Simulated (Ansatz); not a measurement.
# GaAs wire along [110], 8 atoms a period, H-terminated: bands under strain, part 2 of 3

Aim: is the GaAs wire along [110], 8 atoms a period, H-terminated a metal or a semiconductor?

Ansatz 0.2.0; DFT PBE, plane waves, PAW; relaxation of a wire's period (the session's first sound run).

So far. Step 2 (The relaxed wire): The cell's length comes to 4.136 Å with spin left out.

### 3. The perfect wire

This step: DFT PBE, plane waves, PAW; bands of a perfect wire (Ansatz 0.2.0).

At the relaxed period the bands are computed along the axis; those that cross an energy going forward count the channels that a perfect wire would open there.

Contents of input.yaml:

```yaml
crystal:
  lattice:
    - [15.795, 0.0, 0.0]
    - [0.0, 13.446, 0.0]
    - [0.0, 0.0, 4.1359588126]
  atoms:
    - { symbol: H, position: [0.404265469, 0.245381624, 0.0] }
    - { symbol: Ga, position: [0.448966688, 0.349154765, 0.0] }
    - { symbol: H, position: [0.224767022, 0.602945399, 0.5] }
    - { symbol: H, position: [0.224767022, 0.397054601, 0.5] }
    - { symbol: Ga, position: [0.271260094, 0.5, 0.5] }
    - { symbol: As, position: [0.541339271, 0.646153551, 0.5] }
    - { symbol: As, position: [0.541339271, 0.353846449, 0.5] }
    - { symbol: H, position: [0.603776253, 0.732868858, 0.5] }
    - { symbol: H, position: [0.603776253, 0.267131142, 0.5] }
    - { symbol: Ga, position: [0.631303595, 0.5, 0.5] }
    - { symbol: As, position: [0.36445809, 0.5, 0.0] }
    - { symbol: H, position: [0.404265469, 0.754618376, 0.0] }
    - { symbol: Ga, position: [0.448966688, 0.650845235, 0.0] }
    - { symbol: As, position: [0.721565769, 0.5, 0.0] }
    - { symbol: H, position: [0.784684994, 0.585263064, 0.0] }
    - { symbol: H, position: [0.784684994, 0.414736936, 0.0] }
kpoints:
  mp_grid: { grid: [1, 1, 20] }
  band_path: { path: ["Γ", Z], npoints: 90 }
scf:
  occupations: { method: fermi_dirac, width: 0.05 }
hamiltonian:
  xc: pbe
output:
  dos: { e_range: [-5, 4] }
  write_potential: true
  write_density: true
  volumetric_format: npy
```

Started as:

```bash
ansatz run input.yaml --threads 4 --pin off --max-ram 16384MiB --backend cpu --events-out ev --progress --plain --runs-dir out
```

Numbers of over 12 decimals in the logs are rounded to 6 here.

The program printed:

```text
[...]
Crystal: 16 atoms, lattice volume = 878.393 Å³
Basis set: ecut = 420 eV, 17169 PW (Γ)
Bands: 76, of which v1, the nominal top of the filled ones, is band 60 counted from 1 (59 counted from 0)
Symmetry: 4 space group operations
[...]
k-points: 11 of 20
[...]
SCF iter   1: F=—  HF=-34683.444167 eV  |F-HF|=—  |Δ(HF+E_count)|=         —  Δρ=2.26e-3  dr2=4.54e-1  ethr=1.77e-3  ⟨swp⟩=7.2  Hψ=3519  notcnv=0  defer=7
[...]
SCF iter   9: F=-34683.311190 eV  HF=-34683.311190 eV  |F-HF|=7.25e-9  |Δ(HF+E_count)|=   2.83e-8  Δρ=8.26e-7  dr2=6.50e-9  ethr=8.33e-11  ⟨swp⟩=5.1  Hψ=2390  notcnv=0
SCF 1 converged in 9 iterations: F = -34683.311190 eV  dr2 = 6.50e-9
[...]
NSCF: frozen V_eff on 91 k-points
WARN: The output density's exchange-correlation potential varies sharply where the density is thin. Do not read a vacuum level from v_tot or v_xc, or from such a field of the output density. On a cell that repeats whose density bears no net charge and no dipole along the vacuum's axis use v_es (v_loc + v_h of the components); under efield.dipole_correction with no amplitude use v_es + v_field, which holds any externa [...]
SCF converged after 9 iterations
Free energy (F): -34683.311190 eV
[...]
Internal energy: -34683.311190 eV  (E = F + TS)
E sigma→0 (E₀):  -34683.311190 eV
Entropy (-TS):   -0.000000 eV (-0.000 meV/atom)
Fermi energy:    -1.429921 eV
[...]
--- Band table (eV; the first three rows and the last of 11) ---
  k-point 0: bands = [... 56 lower, -3.2081, -3.0991, -2.9322, -2.1135, -0.7555, 0.0222, 0.1355, 0.6657, ... 12 higher]
  k-point 1: bands = [... 56 lower, -3.2781, -3.1162, -2.9074, -2.2002, -0.6208, 0.1388, 0.2530, 0.7660, ... 12 higher]
  k-point 2: bands = [... 56 lower, -3.4306, -3.1389, -2.9432, -2.3749, -0.2788, 0.3990, 0.5341, 0.9821, ... 12 higher]
  k-point 10: bands = [... 56 lower, -3.7018, -3.5961, -3.4916, -3.4346, 0.3323, 0.5336, 0.7779, 0.9897, ... 12 higher]
```

Elapsed: 2.2 min, on 4 threads of Arm Neoverse V1, shared host; peak memory 3.6 GiB.

The column dr2 measures how far the density is from self-consistency, as an energy; F and HF (Harris–Foulkes) agree once it is small.

Numbers from this step:

```yaml
band_gap: 1.358 eV
```

Electronic bands along the path, in eV, zero at the Fermi level; v1 is the highest filled band, c1 the lowest empty one:

```csv
point,v4,v3,v2,v1,c1,c2,c3,c4
Γ,-1.78,-1.67,-1.50,-0.68,0.67,1.45,1.57,2.10
halfway,-2.26,-1.99,-1.82,-1.32,1.90,2.08,2.20,2.59
Z,-2.27,-2.17,-2.06,-2.00,1.76,1.96,2.21,2.42
```

The gap is 1.36 eV, with spin left out.

On this path the gap is direct, 1.36 eV, with the valence top at Γ and the conduction bottom at Γ.

### 4. At a strained period, period over the relaxed period 0.96, k-mesh 1×1×16

This step: DFT PBE, plane waves, PAW; relaxation at a fixed period (Ansatz 0.2.0).

The period is set to 0.96 times the relaxed one and the atoms relax within it: strain changes bond lengths and angles, which shifts the bands against each other. Against the first PBE run of this kind, the mesh along the wire has 16 points against 20.

The cell differs from the one that the last finished run ended in (c 4.136 → 3.971 Å).

Edit input.yaml of step 3 so:

```diff
@@ -4,3 +4,3 @@
     - [0.0, 13.446, 0.0]
-    - [0.0, 0.0, 4.1359588126]
+    - [0.0, 0.0, 3.9705204601]
   atoms:
@@ -23,3 +23,3 @@
 kpoints:
-  mp_grid: { grid: [1, 1, 20] }
+  mp_grid: { grid: [1, 1, 16] }
   band_path: { path: ["Γ", Z], npoints: 90 }
@@ -29,6 +29,6 @@
   xc: pbe
+relax:
+  max_steps: 40
+  f_tol: 0.02
 output:
-  dos: { e_range: [-5, 4] }
-  write_potential: true
-  write_density: true
-  volumetric_format: npy
+  stress: true
```

The program printed:

```text
Warning: output.stress: scf.convergence.dr2_threshold = 1e-7 eV (the SCF's general default) is looser than the 1.6e-9 eV advised for a printed stress (1e-10 eV for each atom of the cell: 16). What an SCF threshold leaves in a stress goes as its square root, and in the free energy as the threshold itself, and one threshold admits the most on a small cell: [figures from the program's tests cut] Every solve of this run  [...]
[...]
Crystal: 16 atoms, lattice volume = 843.257 Å³
Basis set: ecut = 420 eV, 16533 PW (Γ), exchange–correlation on 216×180×54 points (8 copies of the dense FFT grid, shifted against one another)
Bands: 76, of which v1, the nominal top of the filled ones, is band 60 counted from 1 (59 counted from 0)
Symmetry: 4 space group operations
[...]
k-points: 9 of 16
[...]
SCF iter   1: F=—  HF=-34683.338727 eV  |F-HF|=—  |Δ(HF+E_count)|=         —  Δρ=2.40e-3  dr2=5.64e-1  ethr=1.77e-3  ⟨swp⟩=7.2  Hψ=2886  notcnv=0  defer=6
[...]
SCF iter   6: F=-34683.171814 eV  HF=-34683.171811 eV  |F-HF|=3.08e-6  |Δ(HF+E_count)|=   2.68e-6  Δρ=2.80e-5  dr2=6.09e-6  ethr=8.33e-9  ⟨swp⟩=5.0  Hψ=2616  notcnv=0
SCF 1 converged in 6 iterations: F = -34683.171814 eV  dr2 = 6.09e-6
[...]
relax step   1: F+E_penalty+E_count = -34683.17181408 eV  Δ(F+E_penalty+E_count) = +0.000e0 eV  max|allowed force component| = 3.881e-1 eV/Å  Δτ_max = 0.0000 Å  (6 SCF iters, dr2 threshold 1.00e-5 eV, accepted)
[...]
SCF iter   6: F=-34683.209243 eV  HF=-34683.209244 eV  |F-HF|=7.02e-7  |Δ(HF+E_count)|=   1.54e-7  Δρ=1.36e-5  dr2=2.54e-6  ethr=7.85e-9  ⟨swp⟩=4.0  Hψ=2160  notcnv=0
SCF 2 converged in 6 iterations: F = -34683.209243 eV  dr2 = 2.54e-6
relax step   2: F+E_penalty+E_count = -34683.20924337 eV  Δ(F+E_penalty+E_count) = -3.743e-2 eV  max|allowed force component| = 6.606e-2 eV/Å  Δτ_max = 0.0882 Å  (6 SCF iters, dr2 threshold 9.42e-6 eV, accepted)
SCF iter   1: F=—  HF=-34683.210268 eV  |F-HF|=—  |Δ(HF+E_count)|=         —  Δρ=6.57e-4  dr2=2.30e-3  ethr=2.40e-5  ⟨swp⟩=3.0  Hψ=1138  notcnv=0  defer=88
[...]
SCF iter   6: F=-34683.209926 eV  HF=-34683.209926 eV  |F-HF|=1.54e-8  |Δ(HF+E_count)|=   3.66e-8  Δρ=2.03e-6  dr2=4.69e-8  ethr=8.33e-11  ⟨swp⟩=4.4  Hψ=2304  notcnv=0
SCF 3 converged in 6 iterations: F = -34683.209926 eV  dr2 = 4.69e-8
relax step   3: F+E_penalty+E_count = -34683.20992608 eV  Δ(F+E_penalty+E_count) = -6.827e-4 eV  max|allowed force component| = 1.888e-2 eV/Å  Δτ_max = 0.0174 Å  (6 SCF iters, accepted)
[...]
the band table was solved once a step of the walk had ended and its energy, with any forces and stress, was formed, with the checks that follow a solve (3770 applications of the Hamiltonian). They found nothing against the state; the energy, forces and stress were not computed again (output.eigenvalues in the input reference)
[...]
SCF converged after 6 iterations
Free energy (F): -34683.209926 eV
[...]
Internal energy: -34683.209926 eV  (E = F + TS)
E sigma→0 (E₀):  -34683.209926 eV
Entropy (-TS):   -0.000000 eV (-0.000 meV/atom)
Fermi energy:    -0.984526 eV
[...]
--- Forces (eV/Å), atoms counted from 1 ---
  atom   1  H      0.00099800     0.00535474     0.00000000
  atom   2  Ga    -0.00303296     0.00757727     0.00000000
  atom   3  H      0.00584466    -0.00284925     0.00000000
  atom   4  H      0.00584466     0.00284925     0.00000000
  atom   5  Ga    -0.01081018     0.00000000     0.00000000
  atom   6  As    -0.01128742    -0.00818555     0.00000000
  atom   7  As    -0.01128742     0.00818555     0.00000000
  atom   8  H      0.00374240    -0.01326623     0.00000000
  atom   9  H      0.00374240     0.01326623     0.00000000
  atom  10  Ga     0.01888406     0.00000000     0.00000000
  atom  11  As     0.00073931     0.00000000     0.00000000
  atom  12  H      0.00099800    -0.00535474     0.00000000
  atom  13  Ga    -0.00303296    -0.00757727     0.00000000
  atom  14  As     0.00797819     0.00000000     0.00000000
  atom  15  H     -0.00464296     0.00139529     0.00000000
  atom  16  H     -0.00464296    -0.00139529     0.00000000
  max |Σ_I F_I| component: 3.48e-5 eV/Å
--- Stress (GPa, compression-positive) ---
       -0.042635       0.000000       0.000000
        0.000000      -0.024722       0.000000
        0.000000       0.000000       0.910171
  P = ⅓ Tr σ = 0.2809 GPa (2.809 kbar)
--- Band table (eV; the first three rows and the last of 9) ---
  k-point 0: bands = [... 56 lower, -2.8846, -2.8299, -2.6810, -1.6638, -0.3059, 0.3312, 0.4801, 0.9712, ... 12 higher]
  k-point 1: bands = [... 56 lower, -3.1137, -2.8325, -2.7371, -1.8588, -0.0922, 0.4596, 0.6378, 1.1097, ... 12 higher]
  k-point 2: bands = [... 56 lower, -3.3256, -2.9942, -2.7936, -2.2338, 0.3157, 0.6407, 0.9048, 1.2968, ... 12 higher]
  k-point 8: bands = [... 56 lower, -3.4806, -3.4580, -3.4419, -3.3847, 0.3229, 0.4965, 0.8287, 1.0258, ... 12 higher]
--- Relaxed structure (3 steps of the walk, 3 accepted, 0 SCFs on fresh bases) ---
  F+E_penalty+E_count = -34683.20992608 eV   max|allowed force component| = 1.888e-2 eV/Å
  atoms:
    - { symbol: H, position: [0.402364, 0.245072, 0.0] }
    - { symbol: Ga, position: [0.447362, 0.348619, 0.0] }
    - { symbol: H, position: [0.220083, 0.602666, 0.5] }
    - { symbol: H, position: [0.220083, 0.397334, 0.5] }
    - { symbol: Ga, position: [0.267009, 0.5, 0.5] }
    - { symbol: As, position: [0.543346, 0.646285, 0.5] }
    - { symbol: As, position: [0.543346, 0.353715, 0.5] }
    - { symbol: H, position: [0.604735, 0.733973, 0.5] }
    - { symbol: H, position: [0.604735, 0.266027, 0.5] }
    - { symbol: Ga, position: [0.632652, 0.5, 0.5] }
    - { symbol: As, position: [0.363723, 0.5, 0.0] }
    - { symbol: H, position: [0.402364, 0.754928, 0.0] }
    - { symbol: Ga, position: [0.447362, 0.651381, 0.0] }
    - { symbol: As, position: [0.726557, 0.5, 0.0] }
    - { symbol: H, position: [0.789233, 0.585570, 0.0] }
    - { symbol: H, position: [0.789233, 0.414430, 0.0] }
```

Wall time 2.3 min (4 threads); peak memory 3.5 GiB; 9.2 min of CPU time.

Relaxation path:

```csv
step,energy less that of the first step (eV),largest force component (eV/Å)
1,0.0000,0.3881
2,-0.0374,0.0661
3,-0.0381,0.0189
```

The run keeps the 4 symmetry operations that it works with, so distortions that break them were not tested.

The atoms that moved most (Å):

```csv
atom,dx,dy,dz,length
As14,0.079,0.000,0.000,0.079
H4,-0.074,0.004,0.000,0.074
H3,-0.074,-0.004,0.000,0.074
H16,0.072,-0.004,0.000,0.072
H15,0.072,0.004,0.000,0.072
Ga5,-0.067,0.000,0.000,0.067
As7,0.032,-0.002,0.000,0.032
As6,0.032,0.002,0.000,0.032
```

Final coordinates:

```xyz
16
Lattice="15.7950 0.0000 0.0000 0.0000 13.4460 0.0000 0.0000 0.0000 3.9705" Properties=species:S:1:pos:R:3
H     6.3553    3.2952    0.0000
Ga    7.0661    4.6875    0.0000
H     3.4762    8.1034    1.9853
H     3.4762    5.3426    1.9853
Ga    4.2174    6.7230    1.9853
As    8.5822    8.6899    1.9853
As    8.5822    4.7561    1.9853
H     9.5518    9.8690    1.9853
H     9.5518    3.5770    1.9853
Ga    9.9927    6.7230    1.9853
As    5.7450    6.7230    0.0000
H     6.3553   10.1508    0.0000
Ga    7.0661    8.7585    0.0000
As   11.4760    6.7230    0.0000
H    12.4659    7.8736    0.0000
H    12.4659    5.5724    0.0000
```

The electronic bands at the labelled points (eV, zero at the Fermi level; v1 is the highest filled band, c1 the lowest empty one):

```csv
point,v4,v3,v2,v1,c1,c2,c3,c4
Γ,-1.90,-1.85,-1.70,-0.68,0.68,1.32,1.46,1.96
halfway,-2.63,-2.30,-2.11,-1.69,1.51,1.66,1.87,2.23
Z,-2.50,-2.47,-2.46,-2.40,1.31,1.48,1.81,2.01
```

The gap is 1.36 eV, against 1.36 eV under PBE at the relaxed period.

### 5. Strain along the wire, period over the relaxed period 0.98, k-mesh 1×1×15

The period is set to 0.98 times the relaxed one and the atoms relax within it: strain changes bond lengths and angles, which shifts the bands against each other. Against the first PBE run of this kind, the mesh along the wire has 15 points against 20.

The cell differs from the one that the last finished run ended in (c 3.971 → 4.053 Å).

Edit input.yaml of step 4 so:

```diff
@@ -4,3 +4,3 @@
     - [0.0, 13.446, 0.0]
-    - [0.0, 0.0, 3.9705204601]
+    - [0.0, 0.0, 4.0532396363]
   atoms:
@@ -23,3 +23,3 @@
 kpoints:
-  mp_grid: { grid: [1, 1, 16] }
+  mp_grid: { grid: [1, 1, 15] }
   band_path: { path: ["Γ", Z], npoints: 90 }
```

The program printed:

```text
[...]
Crystal: 16 atoms, lattice volume = 860.825 Å³
Basis set: ecut = 420 eV, 16877 PW (Γ), exchange–correlation on 216×180×60 points (8 copies of the dense FFT grid, shifted against one another)
Bands: 76, of which v1, the nominal top of the filled ones, is band 60 counted from 1 (59 counted from 0)
Symmetry: 4 space group operations
[...]
- { symbol: H, position: [0.604199, 0.733328, 0.5] }
    - { symbol: H, position: [0.604199, 0.266672, 0.5] }
    - { symbol: Ga, position: [0.632095, 0.500000, 0.5] }
    - { symbol: As, position: [0.363854, 0.500000, 0.0] }
    - { symbol: H, position: [0.403534, 0.754850, 0.0] }
    - { symbol: Ga, position: [0.448143, 0.651034, 0.0] }
    - { symbol: As, position: [0.724180, 0.500000, 0.0] }
    - { symbol: H, position: [0.787116, 0.585385, 0.0] }
    - { symbol: H, position: [0.787116, 0.414615, 0.0] }
[key lines of the parts left out:]
SCF converged after 6 iterations
Free energy (F): -34683.284460 eV
Fermi energy:    -1.217342 eV
P = ⅓ Tr σ = 0.1347 GPa (1.347 kbar)
```

Elapsed: 2.3 min, on 4 threads; peak memory 3.6 GiB.

Step by step:

```csv
step,energy less that of the first step (eV),largest force component (eV/Å)
1,0.0000,0.1780
2,-0.0085,0.0226
3,-0.0087,0.0101
```

The run keeps the 4 symmetry operations that it works with, so distortions that break them were not tested.

The atoms that moved most (Å):

```csv
atom,dx,dy,dz,length
As14,0.041,0.000,0.000,0.041
H4,-0.039,0.002,0.000,0.039
H3,-0.039,-0.002,0.000,0.039
H16,0.038,-0.002,0.000,0.038
H15,0.038,0.002,0.000,0.038
Ga5,-0.037,0.000,0.000,0.037
As7,0.015,0.001,0.000,0.015
As6,0.015,-0.001,0.000,0.015
```

Final coordinates:

```xyz
16
Lattice="15.7950 0.0000 0.0000 0.0000 13.4460 0.0000 0.0000 0.0000 4.0532" Properties=species:S:1:pos:R:3
H     6.3738    3.2963    0.0000
Ga    7.0784    4.6922    0.0000
H     3.5108    8.1055    2.0266
H     3.5108    5.3405    2.0266
Ga    4.2476    6.7230    2.0266
As    8.5657    8.6875    2.0266
As    8.5657    4.7585    2.0266
H     9.5433    9.8603    2.0266
H     9.5433    3.5857    2.0266
Ga    9.9839    6.7230    2.0266
As    5.7471    6.7230    0.0000
H     6.3738   10.1497    0.0000
Ga    7.0784    8.7538    0.0000
As   11.4384    6.7230    0.0000
H    12.4325    7.8711    0.0000
H    12.4325    5.5749    0.0000
```

The gap is 1.36 eV, against 1.36 eV under PBE at the relaxed period.

### 6. At a strained period, period over the relaxed period 1.02, k-mesh 1×1×15

The period is set to 1.02 times the relaxed one and the atoms relax within it: strain changes bond lengths and angles, which shifts the bands against each other. Against the first PBE run of this kind, the mesh along the wire has 15 points against 20.

The cell differs from the one that the last finished run ended in (c 4.053 → 4.219 Å).

Edit input.yaml of step 5 so:

```diff
@@ -4,3 +4,3 @@
     - [0.0, 13.446, 0.0]
-    - [0.0, 0.0, 4.0532396363]
+    - [0.0, 0.0, 4.2186779888]
   atoms:
```

The program printed:

```text
[...]
Crystal: 16 atoms, lattice volume = 895.961 Å³
Basis set: ecut = 420 eV, 17479 PW (Γ), exchange–correlation on 216×180×60 points (8 copies of the dense FFT grid, shifted against one another)
Bands: 76, of which v1, the nominal top of the filled ones, is band 60 counted from 1 (59 counted from 0)
Symmetry: 4 space group operations
[...]
- { symbol: H, position: [0.603051, 0.732313, 0.5] }
    - { symbol: H, position: [0.603051, 0.267687, 0.5] }
    - { symbol: Ga, position: [0.630649, 0.5, 0.5] }
    - { symbol: As, position: [0.364425, 0.5, 0.0] }
    - { symbol: H, position: [0.405929, 0.754876, 0.0] }
    - { symbol: Ga, position: [0.449673, 0.650476, 0.0] }
    - { symbol: As, position: [0.719152, 0.5, 0.0] }
    - { symbol: H, position: [0.782623, 0.584993, 0.0] }
    - { symbol: H, position: [0.782623, 0.415007, 0.0] }
[key lines of the parts left out:]
SCF converged after 6 iterations
Free energy (F): -34683.296345 eV
Fermi energy:    -1.627584 eV
P = ⅓ Tr σ = -0.1078 GPa (-1.078 kbar)
```

The job ended after 2.4 min (4 threads; peak memory 3.7 GiB).

The steps of the relaxation:

```csv
step,energy less that of the first step (eV),largest force component (eV/Å)
1,0.0000,0.1675
2,-0.0077,0.0412
3,-0.0085,0.0068
```

Forces are held to the 4 operations that the run works with; a distortion that breaks them can't arise in this run.

The atoms that moved most (Å):

```csv
atom,dx,dy,dz,length
As14,-0.038,0.000,0.000,0.038
H3,0.035,0.003,0.000,0.035
H4,0.035,-0.003,0.000,0.035
H15,-0.033,-0.004,0.000,0.033
H16,-0.033,0.004,0.000,0.033
Ga5,0.027,0.000,0.000,0.027
H12,0.026,0.003,0.000,0.026
H1,0.026,-0.003,0.000,0.026
```

Final coordinates:

```xyz
16
Lattice="15.7950 0.0000 0.0000 0.0000 13.4460 0.0000 0.0000 0.0000 4.2187" Properties=species:S:1:pos:R:3
H     6.4116    3.2959    0.0000
Ga    7.1026    4.6997    0.0000
H     3.5854    8.1104    2.1093
H     3.5854    5.3356    2.1093
Ga    4.3118    6.7230    2.1093
As    8.5327    8.6856    2.1093
As    8.5327    4.7604    2.1093
H     9.5252    9.8467    2.1093
H     9.5252    3.5993    2.1093
Ga    9.9611    6.7230    2.1093
As    5.7561    6.7230    0.0000
H     6.4116   10.1501    0.0000
Ga    7.1026    8.7463    0.0000
As   11.3590    6.7230    0.0000
H    12.3615    7.8658    0.0000
H    12.3615    5.5802    0.0000
```

Electronic bands along the path, in eV, zero at the Fermi level; v1 is the highest filled band, c1 the lowest empty one:

```csv
point,v4,v3,v2,v1,c1,c2,c3,c4
Γ,-1.66,-1.64,-1.37,-0.69,0.67,1.47,1.59,2.12
halfway,-2.09,-1.84,-1.71,-1.16,2.05,2.27,2.35,2.74
Z,-2.20,-2.05,-1.88,-1.83,1.97,2.19,2.39,2.61
```

The gap is 1.36 eV, against 1.36 eV under PBE at the relaxed period.

(Continued in part 3 of 3.)

[Logs are printed without paths, hosts, clocks, repeated set-up lines and the standing remarks that a program may print on its own settings, such as how far it seeks lower states.]

[Hosts, paths, dates, database ids (printed as entryN), source tags and the programs' standing remarks are cut or masked in the printed files.]
